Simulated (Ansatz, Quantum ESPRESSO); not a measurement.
# How Ag2IBr (model structure) absorbs and reflects light, part 2 of 4

Aim: the dielectric function of Ag2IBr (model structure), and the optical constants that follow from it. The cell was made here by substitution or stacking, whether or not such a phase is known. It was built so: 1 of the 2 Br atoms of the cell replaced by I in the P2_1/m structure of AgBr. The cell is first relaxed with Ansatz.

Quantum ESPRESSO 7.5; DFT, PBE, plane waves with norm-conserving potentials (PseudoDojo), scalar-relativistic, independent-particle optical response without local fields and without the non-local commutator.

So far: The structure; Relaxation.

## 3. Ground state

First the ground state: is it a metal or has it a gap?

This step: DFT, PBE, plane waves with norm-conserving potentials (PseudoDojo), scalar-relativistic, ground state (Quantum ESPRESSO 7.5).

Contents of scf.in:

```
&control
  calculation = 'scf'
  prefix = 'x'
  outdir = './tmp'
  pseudo_dir = './'
  verbosity = 'high'
/
&system
  ibrav = 0
  nat = 4
  ntyp = 3
  ecutwfc = 90
  occupations = 'smearing'
  smearing = 'fd'
  degauss = 0.003675
  nbnd = 30
/
&electrons
  conv_thr = 1e-09
  electron_maxstep = 100
/
ATOMIC_SPECIES
  I 1.0 I.upf
  Ag 1.0 Ag.upf
  Br 1.0 Br.upf
CELL_PARAMETERS angstrom
  4.276455953061 0.000000000000 0.043367798908
  0.000000000000 4.278964263300 0.000000000000
  -0.060204984191 0.000000000000 5.936754216946
ATOMIC_POSITIONS crystal
  I 0.748991579300 0.750000000000 0.250000000000
  Ag 0.249101103600 0.250000000000 0.250000000000
  Ag 0.752160786000 0.750000000000 0.750000000000
  Br 0.249746531100 0.250000000000 0.750000000000
K_POINTS automatic
  5 5 4 0 0 0
```

Command:

```
> mpirun -n 4 pw.x -nk 4 -in scf.in
```

The program printed:

```text
for quantum simulation of materials; please cite

     using ibrav=0 with symmetry is DISCOURAGED, use correct ibrav instead

     G-vector sticks info
     --------------------
     sticks:   dense  smooth     PW     G-vecs:    dense   smooth      PW
     Sum        1881    1881    517                84595    84595   12363

     Using Slab Decomposition

     bravais-lattice index     =            0
     lattice parameter (alat)  =       8.0817  a.u.
     unit-cell volume          =     733.1840 (a.u.)^3
     number of atoms/cell      =            4
     number of atomic types    =            3
     number of electrons       =        52.00
     number of Kohn-Sham states=           30
     kinetic-energy cutoff     =      90.0000  Ry
     charge density cutoff     =     360.0000  Ry
     scf convergence threshold =      1.0E-09
     mixing beta               =       0.7000
     number of iterations used =            8  plain     mixing
     Exchange-correlation= PBE
                           (   1   4   3   4   0   0   0)

     celldm(1)=   8.081746  celldm(2)=   0.000000  celldm(3)=   0.000000
     celldm(4)=   0.000000  celldm(5)=   0.000000  celldm(6)=   0.000000

     crystal axes: (cart. coord. in units of alat)
               a(1) = (   0.999949   0.000000   0.010141 )
               a(2) = (   0.000000   1.000535   0.000000 )
               a(3) = (  -0.014078   0.000000   1.388170 )

     reciprocal axes: (cart. coord. in units 2 pi/alat)
               b(1) = (  0.999949 -0.000000  0.010141 )
               b(2) = (  0.000000  0.999465 -0.000000 )
               b(3) = ( -0.007305  0.000000  0.720299 )

     ./I.upf
     Pseudo is Norm-conserving + core correction, Zval =  7.0
     Generated using ONCVPSP code by D. R. Hamann
     Using radial grid of 1196 points,  6 beta functions with:
                l(1) =   0
                l(2) =   0
                l(3) =   1
                l(4) =   1
                l(5) =   2
                l(6) =   2

     ./Ag.upf
     Pseudo is Norm-conserving + core correction, Zval = 19.0
     Generated using ONCVPSP code by D. R. Hamann
     Using radial grid of 1538 points,  6 beta functions with:
                l(1) =   0
                l(2) =   0
                l(3) =   1
                l(4) =   1
                l(5) =   2
                l(6) =   2

     ./Br.upf
     Pseudo is Norm-conserving + core correction, Zval =  7.0
     Generated using ONCVPSP code by D. R. Hamann
     Using radial grid of 1098 points,  6 beta functions with:
                l(1) =   0
                l(2) =   0
                l(3) =   1
                l(4) =   1
                l(5) =   2
                l(6) =   2

     atomic species   valence    mass     pseudopotential
     I                 7.00     1.00000     I ( 1.00)
     Ag               19.00     1.00000     Ag( 1.00)
     Br                7.00     1.00000     Br( 1.00)

      2 Sym. Ops. (no inversion) found ( 1 have fractional translation)

                                    s                        frac. trans.

     [... symmetry matrices left out ...]
   Cartesian axes

     site n.     atom                  positions (alat units)
         1        I      tau(   1) = (   0.7454337   0.7504013   0.3546377  )
         2        Ag     tau(   2) = (   0.2455689   0.2501338   0.3495686  )
         3        Ag     tau(   3) = (   0.7415640   0.7504013   1.0487550  )
         4        Br     tau(   4) = (   0.2391756   0.2501338   1.0436603  )

   Crystallographic axes

     site n.     atom                  positions (cryst. coord.)
         1        I      tau(   1) = (  0.7489916  0.7500000  0.2500000  )
         2        Ag     tau(   2) = (  0.2491011  0.2500000  0.2500000  )
         3        Ag     tau(   3) = (  0.7521608  0.7500000  0.7500000  )
         4        Br     tau(   4) = (  0.2497465  0.2500000  0.7500000  )

     number of k points=    33  Fermi-Dirac smearing, width (Ry)=  0.0037
                       cart. coord. in units 2pi/alat
        k(    1) = (   0.0000000   0.0000000   0.0000000), wk =   0.0200000
        k(    2) = (  -0.0018261   0.0000000   0.1800747), wk =   0.0400000
        k(    3) = (   0.0036523   0.0000000  -0.3601493), wk =   0.0200000
        k(    4) = (   0.0000000   0.1998930   0.0000000), wk =   0.0400000
        k(    5) = (  -0.0018261   0.1998930   0.1800747), wk =   0.0800000
        k(    6) = (   0.0036523   0.1998930  -0.3601493), wk =   0.0400000
        k(    7) = (   0.0000000   0.3997861   0.0000000), wk =   0.0400000
        k(    8) = (  -0.0018261   0.3997861   0.1800747), wk =   0.0800000
        k(    9) = (   0.0036523   0.3997861  -0.3601493), wk =   0.0400000
        k(   10) = (   0.1999897   0.0000000   0.0020281), wk =   0.0400000
        k(   11) = (   0.1981636   0.0000000   0.1821028), wk =   0.0400000
        k(   12) = (   0.2036420   0.0000000  -0.3581212), wk =   0.0400000
        k(   13) = (   0.2018159   0.0000000  -0.1780466), wk =   0.0400000
        k(   14) = (   0.1999897   0.1998930   0.0020281), wk =   0.0800000
        k(   15) = (   0.1981636   0.1998930   0.1821028), wk =   0.0800000
        k(   16) = (   0.2036420   0.1998930  -0.3581212), wk =   0.0800000
[...]
cryst. coord.
[...]
k(   26) = (   0.4000000   0.2000000   0.0000000), wk =   0.0800000
        k(   27) = (   0.4000000   0.2000000   0.2500000), wk =   0.0800000
        k(   28) = (   0.4000000   0.2000000  -0.5000000), wk =   0.0800000
        k(   29) = (   0.4000000   0.2000000  -0.2500000), wk =   0.0800000
        k(   30) = (   0.4000000   0.4000000   0.0000000), wk =   0.0800000
        k(   31) = (   0.4000000   0.4000000   0.2500000), wk =   0.0800000
        k(   32) = (   0.4000000   0.4000000  -0.5000000), wk =   0.0800000
        k(   33) = (   0.4000000   0.4000000  -0.2500000), wk =   0.0800000

     Dense  grid:    84595 G-vectors     FFT dimensions: (  50,  50,  72)

     Initial potential from superposition of free atoms

     starting charge      51.9990, renormalised to      52.0000
     Starting wfcs are   28 randomized atomic wfcs +    2 random wfcs

     Self-consistent Calculation

     iteration #  1     ecut=    90.00 Ry     beta= 0.70
     Davidson diagonalization with overlap

           129 MiB given to the printing process from OS
           101 MiB allocation reported by mallinfo(arena+hblkhd)
------------------
     ethr =  1.00E-02,  avg # of iterations =  4.7

     Threshold (ethr) on eigenvalues was too large:
     Diagonalizing with lowered threshold

     Davidson diagonalization with overlap

           148 MiB given to the printing process from OS
           110 MiB allocation reported by mallinfo(arena+hblkhd)
------------------
     ethr =  1.13E-04,  avg # of iterations =  4.2

     total energy              =    -677.46011551 Ry
     estimated scf accuracy    <       0.05983023 Ry

     iteration #  2     ecut=    90.00 Ry     beta= 0.70
     Davidson diagonalization with overlap

           155 MiB given to the printing process from OS
           130 MiB allocation reported by mallinfo(arena+hblkhd)
------------------
     ethr =  1.15E-04,  avg # of iterations =  2.7

     total energy              =    -677.47703932 Ry
     estimated scf accuracy    <       0.05341896 Ry

     iteration #  3     ecut=    90.00 Ry     beta= 0.70
     Davidson diagonalization with overlap

           159 MiB given to the printing process from OS
           132 MiB allocation reported by mallinfo(arena+hblkhd)
------------------
     ethr =  1.03E-04,  avg # of iterations =  2.0

     total energy              =    -677.48818550 Ry
     estimated scf accuracy    <       0.00029735 Ry

     iteration #  4     ecut=    90.00 Ry     beta= 0.70
     Davidson diagonalization with overlap

           161 MiB given to the printing process from OS
           135 MiB allocation reported by mallinfo(arena+hblkhd)
------------------
     ethr =  5.72E-07,  avg # of iterations =  4.8

     total energy              =    -677.48826801 Ry
     estimated scf accuracy    <       0.00004201 Ry

     iteration #  5     ecut=    90.00 Ry     beta= 0.70
     Davidson diagonalization with overlap

           163 MiB given to the printing process from OS
           138 MiB allocation reported by mallinfo(arena+hblkhd)
------------------
     ethr =  8.08E-08,  avg # of iterations =  2.1

     total energy              =    -677.48827495 Ry
     estimated scf accuracy    <       0.00000551 Ry

     iteration #  6     ecut=    90.00 Ry     beta= 0.70
     Davidson diagonalization with overlap

           166 MiB given to the printing process from OS
           140 MiB allocation reported by mallinfo(arena+hblkhd)
------------------
     ethr =  1.06E-08,  avg # of iterations =  2.5

     total energy              =    -677.48827650 Ry
     estimated scf accuracy    <       0.00000061 Ry

     iteration #  7     ecut=    90.00 Ry     beta= 0.70
     Davidson diagonalization with overlap

           169 MiB given to the printing process from OS
           143 MiB allocation reported by mallinfo(arena+hblkhd)
------------------
     ethr =  1.17E-09,  avg # of iterations =  2.0

     total energy              =    -677.48827664 Ry
     estimated scf accuracy    <       0.00000004 Ry

     iteration #  8     ecut=    90.00 Ry     beta= 0.70
     Davidson diagonalization with overlap

           171 MiB given to the printing process from OS
           145 MiB allocation reported by mallinfo(arena+hblkhd)
------------------
     ethr =  8.26E-11,  avg # of iterations =  2.1

     total energy              =    -677.48827665 Ry
     estimated scf accuracy    <          5.1E-09 Ry

     iteration #  9     ecut=    90.00 Ry     beta= 0.70
     Davidson diagonalization with overlap

           174 MiB given to the printing process from OS
           148 MiB allocation reported by mallinfo(arena+hblkhd)
------------------
     ethr =  9.80E-12,  avg # of iterations =  2.3

     total energy              =    -677.48827665 Ry
     estimated scf accuracy    <          1.0E-09 Ry

     iteration # 10     ecut=    90.00 Ry     beta= 0.70
     Davidson diagonalization with overlap

           176 MiB given to the printing process from OS
           150 MiB allocation reported by mallinfo(arena+hblkhd)
------------------
     ethr =  2.00E-12,  avg # of iterations =  2.0

     End of self-consistent calculation

          k = 0.0000 0.0000 0.0000 ( 10581 PWs)   bands (ev):

   -82.9574 -82.8176 -46.4847 -46.4847 -46.4496 -46.3662 -46.3198 -46.3197
    -6.9857  -5.2273   3.5500   4.2725   4.4126   4.4935   4.5153   4.5159
     4.6334   4.7555   4.8483   4.8486   4.9418   4.9450   4.9607   5.8430
     5.9462   5.9491   8.2190   8.6202  13.6034  16.3860

     occupation numbers
     1.0000   1.0000   1.0000   1.0000   1.0000   1.0000   1.0000   1.0000
     1.0000   1.0000   1.0000   1.0000   1.0000   1.0000   1.0000   1.0000
     1.0000   1.0000   1.0000   1.0000   1.0000   1.0000   1.0000   1.0000
     1.0000   1.0000   0.0017   0.0000   0.0000   0.0000

          k =-0.0018 0.0000 0.1801 ( 10578 PWs)   bands (ev):

   -82.9574 -82.8176 -46.4847 -46.4847 -46.4496 -46.3662 -46.3198 -46.3197
    -6.9622  -5.2273   3.1944   3.9078   4.2887   4.4189   4.4565   4.4574
     4.5685   4.5692   4.6188   4.7503   5.3263   5.3283   5.4036   5.7807
     5.9528   5.9560   9.1825   9.4835  13.7586  15.2180

     occupation numbers
     1.0000   1.0000   1.0000   1.0000   1.0000   1.0000   1.0000   1.0000
     1.0000   1.0000   1.0000   1.0000   1.0000   1.0000   1.0000   1.0000
     1.0000   1.0000   1.0000   1.0000   1.0000   1.0000   1.0000   1.0000
     1.0000   1.0000   0.0000   0.0000   0.0000   0.0000

     [... further k points left out ...]

     the Fermi energy is     7.8991 ev

!    total energy              =    -677.48827665 Ry
     estimated scf accuracy    <          3.4E-12 Ry
     smearing contrib. (-TS)   =      -0.00000216 Ry
     internal energy E=F+TS    =    -677.48827449 Ry

     The total energy is F=E-TS. E is the sum of the following terms:
     one-electron contribution =    -404.54904062 Ry
     hartree contribution      =     219.97791059 Ry
     xc contribution           =    -110.99930570 Ry
     ewald contribution        =    -381.91783876 Ry

     convergence has been achieved in  10 iterations

     XML data file, charge density, pseudopotentials, collected wavefunctions

                                        0.00s GPU  (     383 calls)

=------------------------------------------------------------------------------=
   JOB DONE.
=------------------------------------------------------------------------------=
```

Wall time 42 s (4 MPI ranks of Arm Neoverse V2, shared host); peak memory 0.17 GiB.

Read-outs, printed or worked out from the files:

* total energy: -677.5 Ry
* gap on the k-mesh: 0.7444 eV
* direct gap on the mesh: 2.270 eV

There is a gap, 0.74 eV on this mesh (points off the mesh can give less), so no carriers' term is needed.

[end of part 2 of 4]

[Machine, clock, banner and «Message from routine» lines are left out of the logs.]

[Logs are printed without paths, hosts, clocks, repeated set-up lines and the standing remarks that a program may print on its own settings, such as how far it seeks lower states.]

[Hosts, paths, dates, database ids (printed as entryN), source tags and the programs' standing remarks are cut or masked in the printed files.]
